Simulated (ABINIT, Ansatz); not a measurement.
# A GW chain in ABINIT: BaSrSn2O6 (P4/mmm)

Aim: the G0W0 gap of BaSrSn2O6 (P4/mmm) on LDA, step by step.

Calculated with ABINIT 10.8.3; LDA and many-body steps on it, plane waves.

## (1) Set-up

The structure is tetragonal, space group P4/mmm (No. 123). Conventional cell: a = 4.146 Å, b = 4.146 Å, c = 8.295 Å, α = 90.00°, β = 90.00°, γ = 90.00°. Nearest to Ba lie 12 O at 2.93 to 2.97 Å. Nearest to Sr lie 12 O at 2.89 to 2.93 Å. Sn has 6 O at 2.05 to 2.10 Å nearest. Nearest to O lie 2 Sn at 2.10 Å and 4 Ba at 2.93 Å. Nearest to O lie 2 Sn at 2.05 Å and 4 Sr at 2.93 Å. O has 2 Sn at 2.07 Å and 2 Sr at 2.89 Å and 2 Ba at 2.97 Å nearest. Farther neighbours and most contacts between anions are not listed.

The cell and positions are those that the Materials Project relaxed with its own functionals (PBE, PBE+U or r2SCAN), kept fixed. Spin-orbit coupling is left out unless a step names it.

## (2) Ground state

This step: ABINIT 10.8.3; DFT, LDA, plane waves, norm-conserving pseudopotentials.

The ground-state density comes first.

run.abi reads:

```
acell 3*1.0 Angstrom
rprim 
  4.146422000000 0.000000000000 0.000000000000
  0.000000000000 4.146422000000 0.000000000000
  0.000000000000 0.000000000000 8.294893000000
ntypat 4
znucl 56 38 50 8
natom 10
typat 1 2 3 3 4 4 4 4 4 4
xred 
  0.500000000000 0.500000000000 0.000000000000
  0.500000000000 0.500000000000 0.500000000000
  0.000000000000 0.000000000000 0.747206000000
  0.000000000000 0.000000000000 0.252794000000
  0.000000000000 0.000000000000 0.000000000000
  0.000000000000 0.000000000000 0.500000000000
  0.000000000000 0.500000000000 0.256664000000
  0.000000000000 0.500000000000 0.743336000000
  0.500000000000 0.000000000000 0.743336000000
  0.500000000000 0.000000000000 0.256664000000
pp_dirpath "pseudos"
pseudos "Ba.upf, Sr.upf, Sn.upf, O.upf"
ecut 42
ngkpt 6 6 4
nshiftk 1
shiftk 0 0 0
kptopt 1
chksymbreak 0
nband 59
occopt 1
tolvrs 1e-10
nstep 60
prtwf 0
optforces 0
optstress 0
indata_prefix "in"
outdata_prefix "out"
tmpdata_prefix "tmp"
```

The run is started by

```bash
OMP_NUM_THREADS=1 mpirun -n 4 abinit run.abi > log
```

Numbers of over 12 decimals in the logs are rounded to 6 here.

The log of the run:

```text
.Version 10.8.3 of ABINIT. v10.8.2 released Aug 2026.

 Symmetries : space group P4/m m m (#123); Bravais tP (primitive tetrag.)
================================================================================
 Values of the parameters that define the memory need of the present run
     intxc =       0    ionmov =       0      iscf =       7    lmnmax =       6
     lnmax =       6     mgfft =      96  mpssoang =       3    mqgrid =    4573
     natom =      10  nloc_mem =       1    nspden =       1   nspinor =       1
    nsppol =       1      nsym =      16    n1xccc =    2501    ntypat =       4
    occopt =       1   xclevel =       1
-    mband =          59        mffmem =           1         mkmem =           8
       mpw =       12544          nfft =      221184          nkpt =          30
================================================================================
  Rough estimation (10% accuracy) of disk space for files :
================================================================================

--------------------------------------------------------------------------------
------------- Echo of variables that govern the present computation ------------
--------------------------------------------------------------------------------
 -outvars: echo values of preprocessed input variables --------
            acell      1.8897261259E+00  1.8897261259E+00  1.8897261259E+00 Bohr

      chksymbreak           0
             ecut      4.20000000E+01 Hartree
-          fftalg         312

              ixc       -1012
              kpt      0.00000000E+00  0.00000000E+00  0.00000000E+00
                       1.66666667E-01  0.00000000E+00  0.00000000E+00
                       3.33333333E-01  0.00000000E+00  0.00000000E+00
                       5.00000000E-01  0.00000000E+00  0.00000000E+00
                       1.66666667E-01  1.66666667E-01  0.00000000E+00
                       3.33333333E-01  1.66666667E-01  0.00000000E+00
                       5.00000000E-01  1.66666667E-01  0.00000000E+00
                       3.33333333E-01  3.33333333E-01  0.00000000E+00
                       5.00000000E-01  3.33333333E-01  0.00000000E+00
   [... 19 further rows ...]
                       5.00000000E-01  3.33333333E-01  5.00000000E-01
                       5.00000000E-01  5.00000000E-01  5.00000000E-01
         kptrlatt        6    0    0      0    6    0      0    0    4
          kptrlen      4.70136119E+01
P           mkmem           8
            natom          10
            nband          59
            ngfft          48      48      96
             nkpt          30
            nstep          60
             nsym          16
           ntypat           4
              occ      2.000000  2.000000  2.000000  2.000000  2.000000  2.000000
                       2.000000  2.000000  2.000000  2.000000  2.000000  2.000000
                       2.000000  2.000000  2.000000  2.000000  2.000000  2.000000
                       2.000000  2.000000  2.000000  2.000000  2.000000  2.000000
                       2.000000  2.000000  2.000000  2.000000  2.000000  2.000000
                       2.000000  2.000000  2.000000  2.000000  2.000000  2.000000
                       2.000000  2.000000  2.000000  2.000000  2.000000  2.000000
                       2.000000  2.000000  2.000000  2.000000  2.000000  2.000000
                       2.000000  2.000000  0.000000  0.000000  0.000000  0.000000
                       0.000000  0.000000  0.000000  0.000000  0.000000
        optforces           0
        optstress           0
            prtwf           0
            rprim      4.1464220000E+00  0.0000000000E+00  0.0000000000E+00
[...]
spgroup         123

           tolvrs      1.00000000E-10

             xred      5.0000000000E-01  5.0000000000E-01  0.0000000000E+00
[...]
znucl       56.00000   38.00000   50.00000    8.00000

================================================================================

 chkinp: Checking input parameters for consistency.

================================================================================
== DATASET  1 ==================================================================
-   mpi_nproc: 4, omp_nthreads: 1 (-1 if OMP is not activated)

--- !DatasetInfo
iteration_state: {dtset: 1, }
dimensions: {natom: 10, nkpt: 30, mband: 59, nsppol: 1, nspinor: 1, nspden: 1, mpw: 12544, }
cutoff_energies: {ecut:  42.0, pawecutdg:  -1.0, }
electrons: {nelect:   1.00000000E+02, charge:   0.00000000E+00, occopt:   1.00000000E+00, tsmear:   1.00000000E-02, }

 Real(R)+Recip(G) space primitive vectors, cartesian coordinates (Bohr,Bohr^-1):
 R(1)=  7.8356020  0.0000000  0.0000000  G(1)=  0.1276226  0.0000000  0.0000000
 R(2)=  0.0000000  7.8356020  0.0000000  G(2)=  0.0000000  0.1276226  0.0000000
 R(3)=  0.0000000  0.0000000 15.6750760  G(3)=  0.0000000  0.0000000  0.0637955
 Unit cell volume ucvol=  9.6239729E+02 bohr^3
 Angles (23,13,12)=  9.00000000E+01  9.00000000E+01  9.00000000E+01 degrees

 getcut: wavevector=  0.0000  0.0000  0.0000  ngfft=  48  48  96
         ecut(hartree)=     42.000   => boxcut(ratio)=   2.09929

--- Pseudopotential description ------------------------------------------------
- Ba Generated using ONCVPSP code by D. R. Hamann
[...]
pspatm: atomic psp has been read  and splines computed

   1.30665313E+04                                ecore*ucvol(ha*bohr**3)
--------------------------------------------------------------------------------

_setup2: Arith. and geom. avg. npw (full set) are   12512.660   12512.643

================================================================================

--- !BeginCycle
iteration_state: {dtset: 1, }
solver: {iscf: 7, nstep: 60, nline: 4, wfoptalg: 0, }
tolerances: {tolvrs: 1.00E-10, }

     iter   Etot(hartree)      deltaE(h)  residm     vres2
 ETOT  1  -603.35303058226    -6.034E+02 2.646E-01 1.939E+03
 ETOT  2  -604.31313357723    -9.601E-01 1.587E-02 2.011E+03
 ETOT  3  -604.90256135122    -5.894E-01 2.154E-02 1.263E+02
 ETOT  4  -604.92850838283    -2.595E-02 4.516E-03 1.096E+01
 ETOT  5  -604.92940042956    -8.920E-04 2.451E-03 5.577E+00
 ETOT  6  -604.92975139895    -3.510E-04 1.488E-03 1.823E+00
 ETOT  7  -604.93003567899    -2.843E-04 2.322E-03 1.859E-01
 ETOT  8  -604.93003812447    -2.445E-06 1.514E-03 5.426E-02
 ETOT  9  -604.93004040246    -2.278E-06 2.788E-03 1.052E-02
 ETOT 10  -604.93004226287    -1.860E-06 6.779E-04 3.681E-04
 ETOT 11  -604.93004228193    -1.906E-08 1.667E-03 2.208E-06
 ETOT 12  -604.93004228231    -3.793E-10 3.835E-04 1.247E-07
 ETOT 13  -604.93004228229     2.012E-11 7.514E-04 1.639E-09
 ETOT 14  -604.93004228226     2.808E-11 2.477E-04 3.600E-10
 ETOT 15  -604.93004228228    -1.774E-11 3.030E-04 1.804E-11

 At SCF step   15       vres2   =  1.80E-11 < tolvrs=  1.00E-10 =>converged.

--- !ResultsGS
iteration_state: {dtset: 1, }
comment   : Summary of ground state results
lattice_vectors:
- [  7.8356020,   0.0000000,   0.0000000, ]
- [  0.0000000,   7.8356020,   0.0000000, ]
- [  0.0000000,   0.0000000,  15.6750760, ]
lattice_lengths: [   7.83560,    7.83560,   15.67508, ]
lattice_angles: [ 90.000,  90.000,  90.000, ] # degrees, (23, 13, 12)
lattice_volume:   9.6239729E+02
convergence: {deltae: -1.774E-11, res2:  1.804E-11, residm:  3.030E-04, diffor:  0.000E+00, }
etotal    :  -6.04930042E+02
entropy   :   0.00000000E+00
fermie    :   2.27723854E-01
cartesian_stress_tensor: null
pressure_GPa: null
xred      :
- [  5.0000E-01,   5.0000E-01,   0.0000E+00, Ba]
- [  5.0000E-01,   5.0000E-01,   5.0000E-01, Sr]
- [  0.0000E+00,   0.0000E+00,   7.4721E-01, Sn]
- [  0.0000E+00,   0.0000E+00,   2.5279E-01, Sn]
- [  0.0000E+00,   0.0000E+00,   0.0000E+00,  O]
- [  0.0000E+00,   0.0000E+00,   5.0000E-01,  O]
- [  0.0000E+00,   5.0000E-01,   2.5666E-01,  O]
- [  0.0000E+00,   5.0000E-01,   7.4334E-01,  O]
- [  5.0000E-01,   0.0000E+00,   7.4334E-01,  O]
- [  5.0000E-01,   0.0000E+00,   2.5666E-01,  O]
cartesian_forces: null
force_length_stats: {min: null, max: null, mean: null, }

 Integrated electronic density in atomic spheres:
 ------------------------------------------------
 Atom  Sphere_radius  Integrated_density
[...]
================================================================================

 ----iterations are completed or convergence reached----

 Mean square residual over all n,k,spin=   13.101E-07; max=  30.303E-05
 reduced coordinates (array xred) for   10 atoms
[...]
0.000000000000      0.500000000000      0.256664000000
       0.000000000000      0.500000000000      0.743336000000
       0.500000000000      0.000000000000      0.743336000000
       0.500000000000      0.000000000000      0.256664000000
 rms dE/dt=  0.0000E+00; max dE/dt=  0.0000E+00; dE/dt below (all hartree)
    1       0.000000000000      0.000000000000      0.000000000000
    2       0.000000000000      0.000000000000      0.000000000000
    3       0.000000000000      0.000000000000      0.000000000000
    4       0.000000000000      0.000000000000      0.000000000000
    5       0.000000000000      0.000000000000      0.000000000000
    6       0.000000000000      0.000000000000      0.000000000000
    7       0.000000000000      0.000000000000      0.000000000000
    8       0.000000000000      0.000000000000      0.000000000000
    9       0.000000000000      0.000000000000      0.000000000000
   10       0.000000000000      0.000000000000      0.000000000000

 cartesian coordinates (angstrom) at end:
[...]
6      0.000000     0.000000     4.147447
    7      0.000000     2.073211     2.129000
    8      0.000000     2.073211     6.165893
    9      2.073211     0.000000     6.165893
   10      2.073211     0.000000     2.129000
 length scales=  1.889726125908  1.889726125908  1.889726125908 bohr
              =  1.000000000000  1.000000000000  1.000000000000 angstroms
 prteigrs : about to open file out_EIG
 Fermi (or HOMO) energy (hartree) =   0.22772   Average Vxc (hartree)=  -0.42661
 Eigenvalues (hartree) for nkpt=  30  k points:
 kpt#   1, nband= 59, wtk=  0.00694, kpt=  0.0000  0.0000  0.0000 (reduced coord)
  -4.45739   -4.45739   -2.83775   -2.83775   -2.83775   -2.83775   -2.83775   -2.83775
  -0.97780   -0.69578   -0.52862   -0.52857   -0.52846   -0.51888   -0.50232   -0.50232
  -0.50165   -0.50165   -0.50164   -0.50164   -0.41468   -0.39614   -0.36653   -0.31560
  -0.31560   -0.30883   -0.30593   -0.30562   -0.30505   -0.14735   -0.14735   -0.14566
   0.05401    0.05401    0.05426    0.05426    0.05440    0.05478    0.13914    0.16621
   0.18568    0.18568    0.18593    0.18593    0.19068    0.19219    0.19219    0.20280
   0.20321    0.20321    0.24635    0.39375    0.40494    0.40778    0.45128    0.47377
   0.47670    0.48675    0.48783
 prteigrs : prtvol=0 or 1, do not print more k-points.

--- !EnergyTerms
iteration_state     : {dtset: 1, }
comment             : Components of total free energy in Hartree
kinetic             :  2.37611846446922E+02
hartree             :  1.98936878055778E+02
xc                  : -9.36341520108003E+01
Ewald energy        : -3.47929183257177E+02
psp_core            :  1.35770658388983E+01
local_psp           : -5.91886283579709E+02
non_local_psp       : -2.16062137761888E+01
total_energy        : -6.04930042282277E+02
total_energy_eV     : -1.64609850323407E+04
band_energy         : -6.73829111191372E+01

== END DATASET(S) ==============================================================
================================================================================

 -outvars: echo values of variables after computation  --------
           etotal     -6.0493004228E+02
            nband          59
             nkpt          30
          spgroup         123
 [... the other variables as echoed above ...]

 Calculation completed.
```

Wall time 5.8 min (4 MPI ranks of Arm Neoverse V2, shared host); peak memory 0.8 GiB.

This step gave:

```
total energy               : -16460.9850 eV
gap                        : 0.5069 eV
k of the valence top       : 0.5, 0.5, 0
k of the conduction bottom : 0, 0, 0
least direct gap           : 1.174 eV
```

The gap is indirect, with the least direct gap 0.67 eV higher.

[end of part 1 of 3]

[Paths, hosts, dates, memory and timing lines, banners, echoed tables and standing remarks are left out of the program output.]

[Logs are printed without paths, hosts, clocks, repeated set-up lines and the standing remarks that a program may print on its own settings, such as how far it seeks lower states.]

[Runs of the session that timed out or met a known fault of the program may be left out.]

[Hosts, paths, dates, database ids (printed as entryN), source tags and the programs' standing remarks are cut or masked in the printed files.]

[G0W0 gaps are taken among the corrected bands and points alone; a level outside them can change the order at an edge.]

[Where Ansatz stands beside ABINIT at settings called matched, ABINIT's density can come from a denser mesh and the files from another edition; pairs whose starting gaps differed by over 0.03 eV were left out, so agreement reads better than it is.]
